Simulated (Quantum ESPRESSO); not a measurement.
**CrPbO3: parallel and opposed starts**

Does CrPbO3 prefer parallel or opposed moments, or none?

Method: LDA; plane waves with GBRV 1.5 LDA potentials, no spin-orbit coupling, in Quantum ESPRESSO 7.5.

The experiments to compare with:

“Unraveling structural, electronic, and magnetic ambiguities in Pb1-deltaCrO3 with an insulating charge-transfer band structure” (2024, arxiv:2410.11649) quotes from earlier work for PbCrO3, cubic perovskite (earlier literature sample): moment (ordered Cr moment from earlier neutron diffraction) 2.2 μB [literature value quoted from earlier neutron diffraction; measurement temperature not …].

## Step 1: Set-up

Symmetry: Pm-3m, No. 221, cubic system. Conventional cell: a = 4.011 Å, b = 4.011 Å, c = 4.011 Å, α = 90.00°, β = 90.00°, γ = 90.00°. Cr has 6 O at 2.01 Å nearest. Nearest to Pb lie 12 O at 2.84 Å. O has 2 Cr at 2.01 Å nearest. Farther neighbours and most contacts between anions are not listed.

Coordinates:

```cif
data_structure
_symmetry_space_group_name_H-M 'P 1'
_symmetry_Int_Tables_number 1
_cell_length_a 4.0112
_cell_length_b 4.0112
_cell_length_c 4.0112
_cell_angle_alpha 90.000
_cell_angle_beta 90.000
_cell_angle_gamma 90.000
_cell_volume 64.54
loop_
_atom_site_label
_atom_site_type_symbol
_atom_site_fract_x
_atom_site_fract_y
_atom_site_fract_z
_atom_site_occupancy
Cr1 Cr 0.00000 0.00000 0.00000 1
Pb2 Pb 0.50000 0.50000 0.50000 1
O3 O 0.00000 0.00000 0.50000 1
O4 O 0.00000 0.50000 0.00000 1
O5 O 0.50000 0.00000 0.00000 1
```

The cell comes from Materials Project 2023-11-01, a database of computed structures, and need not be the stable phase.

## Step 2: Run 1, typed as ferro +

The signs are those of the starting moments on the seeded atoms, the atoms that are given a moment.

Input file pw.in:

```
&CONTROL
  calculation = 'scf'
  prefix = 'pwscf'
  outdir = './tmp'
  pseudo_dir = './pseudo'
  disk_io = 'nowf'
/
&SYSTEM
  ibrav = 0
  celldm(1) = 8
  nat = 5
  ntyp = 3
  ecutwfc = 40
  ecutrho = 280
  nbnd = 34
  occupations = 'smearing'
  smearing = 'fd'
  degauss = 0.00367493
  nspin = 2
  starting_magnetization(1) = 0.2143
  starting_magnetization(2) = 0
  starting_magnetization(3) = 0
/
&ELECTRONS
  conv_thr = 1d-08
  electron_maxstep = 150
  mixing_beta = 0.3
/
ATOMIC_SPECIES
Cr     51.9961 cr_lda_v1.5.uspp.F.UPF
Pb    207.2000 pb_lda_v1.uspp.F.UPF
O      15.9990 o_lda_v1.2.uspp.F.UPF
CELL_PARAMETERS alat
   0.9475086788874    0.0000000000000    0.0000000000000
   0.0000000000000    0.9475086788874    0.0000000000000
   0.0000000000000    0.0000000000000    0.9475086788874
ATOMIC_POSITIONS crystal
Cr      0.0000000000    0.0000000000    0.0000000000
Pb      0.5000000000    0.5000000000    0.5000000000
O       0.0000000000    0.0000000000    0.5000000000
O       0.0000000000    0.5000000000    0.0000000000
O       0.5000000000    0.0000000000    0.0000000000
K_POINTS automatic
6 6 6 0 0 0
```

On the command line:

```sh
OMP_NUM_THREADS=1 mpirun -n 4 pw.x -nk 4 -in pw.in > pw.out
```

Output:

```text
Program PWSCF v.7.5 starts

     Message from routine setup:
     using ibrav=0 with symmetry is DISCOURAGED, use correct ibrav instead

     K-points division:     npool     =       4
     Subspace diagonalization in iterative solution of the eigenvalue problem:

     G-vector sticks info
     --------------------
     sticks:   dense  smooth     PW     G-vecs:    dense   smooth      PW
     Sum        1281     733    225                34457    14795    2553

     Using Slab Decomposition

     bravais-lattice index     =            0
     lattice parameter (alat)  =       8.0000  a.u.
     unit-cell volume          =     435.5315 (a.u.)^3
     number of atoms/cell      =            5
     number of atomic types    =            3
     number of electrons       =        46.00
     number of Kohn-Sham states=           34
     kinetic-energy cutoff     =      40.0000  Ry
     charge density cutoff     =     280.0000  Ry
     scf convergence threshold =      1.0E-08
     mixing beta               =       0.3000
     number of iterations used =            8  plain     mixing
     Exchange-correlation= SLA  PZ   NOGX NOGC
                           (   1   1   0   0   0   0   0)

     celldm(1)=   8.000000  celldm(2)=   0.000000  celldm(3)=   0.000000
     celldm(4)=   0.000000  celldm(5)=   0.000000  celldm(6)=   0.000000

     crystal axes: (cart. coord. in units of alat)
               a(1) = (   0.947509   0.000000   0.000000 )
               a(2) = (   0.000000   0.947509   0.000000 )
               a(3) = (   0.000000   0.000000   0.947509 )

     reciprocal axes: (cart. coord. in units 2 pi/alat)
               b(1) = (  1.055399  0.000000  0.000000 )
               b(2) = (  0.000000  1.055399  0.000000 )
               b(3) = (  0.000000  0.000000  1.055399 )

     PseudoPot. # 1 for Cr read from file:
     cr_lda_v1.5.uspp.F.UPF
     Pseudo is Ultrasoft + core correction, Zval = 14.0
     Generated by new atomic code, or converted to UPF format
     Using radial grid of  857 points,  6 beta functions with:
                l(1) =   0
                l(2) =   0
                l(3) =   1
                l(4) =   1
                l(5) =   2
                l(6) =   2
     Q(r) pseudized with  8 coefficients,  rinner =    0.950   0.950   0.950
                                                       0.950   0.950

     PseudoPot. # 2 for Pb read from file:
     pb_lda_v1.uspp.F.UPF
     Pseudo is Ultrasoft + core correction, Zval = 14.0
     Generated by new atomic code, or converted to UPF format
     Using radial grid of  899 points,  6 beta functions with:
                l(1) =   0
                l(2) =   0
                l(3) =   1
                l(4) =   1
                l(5) =   2
                l(6) =   2
     Q(r) pseudized with  6 coefficients,  rinner =    1.000   1.000   1.000
                                                       1.000   1.000

     PseudoPot. # 3 for O  read from file:
     o_lda_v1.2.uspp.F.UPF
     Pseudo is Ultrasoft + core correction, Zval =  6.0
     Generated by new atomic code, or converted to UPF format
     Using radial grid of  737 points,  5 beta functions with:
                l(1) =   0
                l(2) =   0
                l(3) =   1
                l(4) =   1
                l(5) =   2
     Q(r) pseudized with  8 coefficients,  rinner =    0.900   0.900   0.900
                                                       0.900   0.900

     atomic species   valence    mass     pseudopotential
     Cr               14.00    51.99610     Cr( 1.00)
     Pb               14.00   207.20000     Pb( 1.00)
     O                 6.00    15.99900     O ( 1.00)

     Starting magnetic structure
     atomic species   magnetization
     Cr              0.214
     Pb              0.000
     O               0.000

     48 Sym. Ops., with inversion, found

   Cartesian axes

     site n.     atom                  positions (alat units)
         1        Cr     tau(   1) = (   0.0000000   0.0000000   0.0000000  )
         2        Pb     tau(   2) = (   0.4737543   0.4737543   0.4737543  )
         3        O      tau(   3) = (   0.0000000   0.0000000   0.4737543  )
         4        O      tau(   4) = (   0.0000000   0.4737543   0.0000000  )
         5        O      tau(   5) = (   0.4737543   0.0000000   0.0000000  )

     number of k points=    20  Fermi-Dirac smearing, width (Ry)=  0.0037
                       cart. coord. in units 2pi/alat
        k(    1) = (   0.0000000   0.0000000   0.0000000), wk =   0.0046296
        k(    2) = (   0.0000000   0.0000000   0.1758999), wk =   0.0277778
        k(    3) = (   0.0000000   0.0000000   0.3517998), wk =   0.0277778
        k(    4) = (   0.0000000   0.0000000  -0.5276997), wk =   0.0138889
        k(    5) = (   0.0000000   0.1758999   0.1758999), wk =   0.0555556
        [... 15 further k-points ...]

     Dense  grid:    34457 G-vectors     FFT dimensions: (  45,  45,  45)

     Smooth grid:    14795 G-vectors     FFT dimensions: (  32,  32,  32)

     Check: negative core charge=   -0.000005
     Generating pointlists ...
     new r_m :   0.1954 (alat units)  1.5634 (a.u.) for type    1
     new r_m :   0.2764 (alat units)  2.2110 (a.u.) for type    2
     new r_m :   0.1954 (alat units)  1.5634 (a.u.) for type    3

     Initial potential from superposition of free atoms

     starting charge      44.9982, renormalised to      46.0000

     negative rho (up, down):  8.602E-03 8.358E-03
     Starting wfcs are   31 randomized atomic wfcs +    3 random wfcs

     Self-consistent Calculation

     iteration #  1     ecut=    40.00 Ry     beta= 0.30
     Davidson diagonalization with overlap
     ethr =  1.00E-02,  avg # of iterations =  4.3

     negative rho (up, down):  7.691E-03 7.968E-03

     total energy              =    -436.07890098 Ry
     estimated scf accuracy    <       1.66516628 Ry

     total magnetization       =     2.00 Bohr mag/cell
     absolute magnetization    =     2.14 Bohr mag/cell

     iteration #  2     ecut=    40.00 Ry     beta= 0.30
     Davidson diagonalization with overlap
     ethr =  3.62E-03,  avg # of iterations =  1.8

     negative rho (up, down):  7.369E-03 7.831E-03

     total energy              =    -435.92516507 Ry
     estimated scf accuracy    <       4.16105256 Ry

     total magnetization       =     2.50 Bohr mag/cell
     absolute magnetization    =     2.67 Bohr mag/cell

     iteration #  3     ecut=    40.00 Ry     beta= 0.30
     Davidson diagonalization with overlap
     ethr =  3.62E-03,  avg # of iterations =  1.7

     negative rho (up, down):  6.912E-03 7.811E-03

     total energy              =    -436.44003763 Ry
     estimated scf accuracy    <       0.34436123 Ry

     total magnetization       =     2.00 Bohr mag/cell
     absolute magnetization    =     2.16 Bohr mag/cell

     [... further iterations left out ...]

     iteration # 10     ecut=    40.00 Ry     beta= 0.30
     Davidson diagonalization with overlap
     ethr =  3.13E-09,  avg # of iterations =  5.3

     negative rho (up, down):  6.890E-03 8.427E-03

     total energy              =    -436.45402565 Ry
     estimated scf accuracy    <       0.00000929 Ry

     total magnetization       =     2.00 Bohr mag/cell
     absolute magnetization    =     2.24 Bohr mag/cell

     iteration # 11     ecut=    40.00 Ry     beta= 0.30
     Davidson diagonalization with overlap
     ethr =  3.13E-09,  avg # of iterations =  1.9

     negative rho (up, down):  6.888E-03 8.425E-03

     total energy              =    -436.45402680 Ry
     estimated scf accuracy    <       0.00000028 Ry

     total magnetization       =     2.00 Bohr mag/cell
     absolute magnetization    =     2.24 Bohr mag/cell

     iteration # 12     ecut=    40.00 Ry     beta= 0.30
     Davidson diagonalization with overlap
     ethr =  6.10E-10,  avg # of iterations =  2.0

     negative rho (up, down):  6.888E-03 8.423E-03

     total energy              =    -436.45402684 Ry
     estimated scf accuracy    <       0.00000046 Ry

     total magnetization       =     2.00 Bohr mag/cell
     absolute magnetization    =     2.24 Bohr mag/cell

     iteration # 13     ecut=    40.00 Ry     beta= 0.30
     Davidson diagonalization with overlap
     ethr =  6.10E-10,  avg # of iterations =  1.5

     negative rho (up, down):  6.888E-03 8.422E-03

     Magnetic moment per site  (integrated on atomic sphere of radius R)
     atom   1 (R=0.195)  charge= 10.8366  magn=  1.7624
     atom   2 (R=0.276)  charge= 11.2806  magn= -0.0033
     atom   3 (R=0.195)  charge=  5.3709  magn= -0.0308
     atom   4 (R=0.195)  charge=  5.3709  magn= -0.0308
     atom   5 (R=0.195)  charge=  5.3709  magn= -0.0308

     End of self-consistent calculation

     [... lines left out ...]
     the Fermi energy is    10.0428 ev

!    total energy              =    -436.45402689 Ry
     estimated scf accuracy    <          1.0E-09 Ry
     smearing contrib. (-TS)   =      -0.00226541 Ry
     internal energy E=F+TS    =    -436.45176148 Ry

     The total energy is F=E-TS. E is the sum of the following terms:
     one-electron contribution =    -136.07993266 Ry
     hartree contribution      =      96.32972567 Ry
     xc contribution           =    -106.36476478 Ry
     ewald contribution        =    -290.33678971 Ry

     total magnetization       =     2.00 Bohr mag/cell
     absolute magnetization    =     2.24 Bohr mag/cell

     convergence has been achieved in  13 iterations

=------------------------------------------------------------------------------=
   JOB DONE.
=------------------------------------------------------------------------------=
```

It took 11 s on 4 MPI ranks of Intel Xeon Platinum 8488C (Sapphire Rapids), shared host; peak memory 0.45 GiB.

Spin moment in the atom's sphere by atom:

| atom | spin moment in the atom's sphere (μB) |
| --- | --- |
| Cr1 | 1.76 |
| Pb2 | 0.00 |
| O3 | -0.03 |
| O4 | -0.03 |
| O5 | -0.03 |

Numbers from this step:

```
smearing term TS       : 0.03082 eV
magnetization          : 2 μB
absolute magnetization : 2.236 μB
final state            : ferromagnetic
```

Spin density in the ac plane at fractional y = 0.000, with atoms of Cr and O within 0.2 Å of it.

Values in e/Å³, 14 rows by 14 columns, each cell a mean:
```
 2.2  1.1  0.2  0.0  0.0 -0.1 -0.1  0.0 -0.1  0.0  0.0  0.1  0.7  2.2
 0.5  0.6  0.2  0.0  0.0  0.0  0.0  0.0  0.0  0.0  0.0  0.1  0.5  0.7
 0.1  0.1  0.1  0.0  0.0  0.0  0.0  0.0  0.0  0.0  0.0  0.1  0.1  0.1
 0.0  0.0  0.0  0.0  0.0  0.0  0.0  0.0  0.0  0.0  0.0  0.0  0.0  0.0
 0.0  0.0  0.0  0.0  0.0  0.0  0.0  0.0  0.0  0.0  0.0  0.0  0.0  0.0
-0.1  0.0  0.0  0.0  0.0  0.0  0.0  0.0  0.0  0.0  0.0  0.0  0.0 -0.1
-0.1  0.0  0.0  0.0  0.0  0.0  0.0  0.0  0.0  0.0  0.0  0.0  0.0  0.0
-0.1  0.0  0.0  0.0  0.0  0.0  0.0  0.0  0.0  0.0  0.0  0.0  0.0 -0.1
-0.1  0.0  0.0  0.0  0.0  0.0  0.0  0.0  0.0  0.0  0.0  0.0  0.0 -0.1
 0.0  0.0  0.0  0.0  0.0  0.0  0.0  0.0  0.0  0.0  0.0  0.0  0.0  0.0
 0.0  0.0  0.0  0.0  0.0  0.0  0.0  0.0  0.0  0.0  0.0  0.0  0.0  0.0
 0.2  0.2  0.1  0.0  0.0  0.0  0.0  0.0  0.0  0.0  0.0  0.1  0.2  0.2
 1.0  0.9  0.2  0.0  0.0  0.0  0.0  0.0  0.0  0.0  0.0  0.1  0.6  1.1
 2.4  1.0  0.2  0.0  0.0 -0.1 -0.1 -0.1 -0.1  0.0  0.0  0.1  0.5  2.2
```
Columns run along a (4.0 Å), rows up along c (4.0 Å). Atoms in or near the plane, at fractional coordinates: Cr at (0.00, 0.00), O at (0.00, 0.50), O at (0.50, 0.00).

Valence density in the ac plane at fractional y = 0.000, with atoms of Cr and O within 0.2 Å of it. It is the smooth field of the valence electrons, not physical close to the nuclei.

Values in e/Å³, 14 rows by 14 columns, each cell a mean:
```
12 10  2  1  1  3  6  6  4  1  1  1  7 13
 7  4  1  0  1  1  3  3  2  1  0  1  3  7
 1  1  0  0  0  1  1  1  1  0  0  0  1  1
 1  0  0  0  0  0  0  0  0  0  0  0  0  1
 1  1  0  0  0  0  0  0  0  0  0  0  1  1
 4  2  1  0  0  0  0  0  0  0  0  1  2  4
 7  4  1  0  0  0  0  0  0  0  0  1  3  6
 6  4  1  0  0  0  0  0  0  0  0  1  3  6
 3  2  1  0  0  0  0  0  0  0  0  1  1  3
 1  1  0  0  0  0  0  0  0  0  0  0  1  1
 1  0  0  0  0  0  0  0  0  0  0  0  0  1
 2  1  0  0  0  1  1  1  1  0  0  0  1  2
11  6  1  0  1  2  4  4  2  1  0  1  4 10
 9 11  2  1  1  3  6  7  4  1  1  1  7 12
```
Columns run along a (4.0 Å), rows up along c (4.0 Å). Atoms in or near the plane, at fractional coordinates: Cr at (0.00, 0.00), O at (0.00, 0.50), O at (0.50, 0.00).

(Continued in part 2 of 3.)

[Logs and program files are shortened in this print: banners, set-up blocks, solver, clock and traceback lines can be left out without a mark of their own.]

[Logs are printed without paths, hosts, clocks, repeated set-up lines and the standing remarks that a program may print on its own settings, such as how far it seeks lower states.]

[Hosts, paths, dates, database ids (printed as entryN), source tags and the programs' standing remarks are cut or masked in the printed files.]

[Where a cell is said to come from a database of computed structures, the database is the Materials Project.]
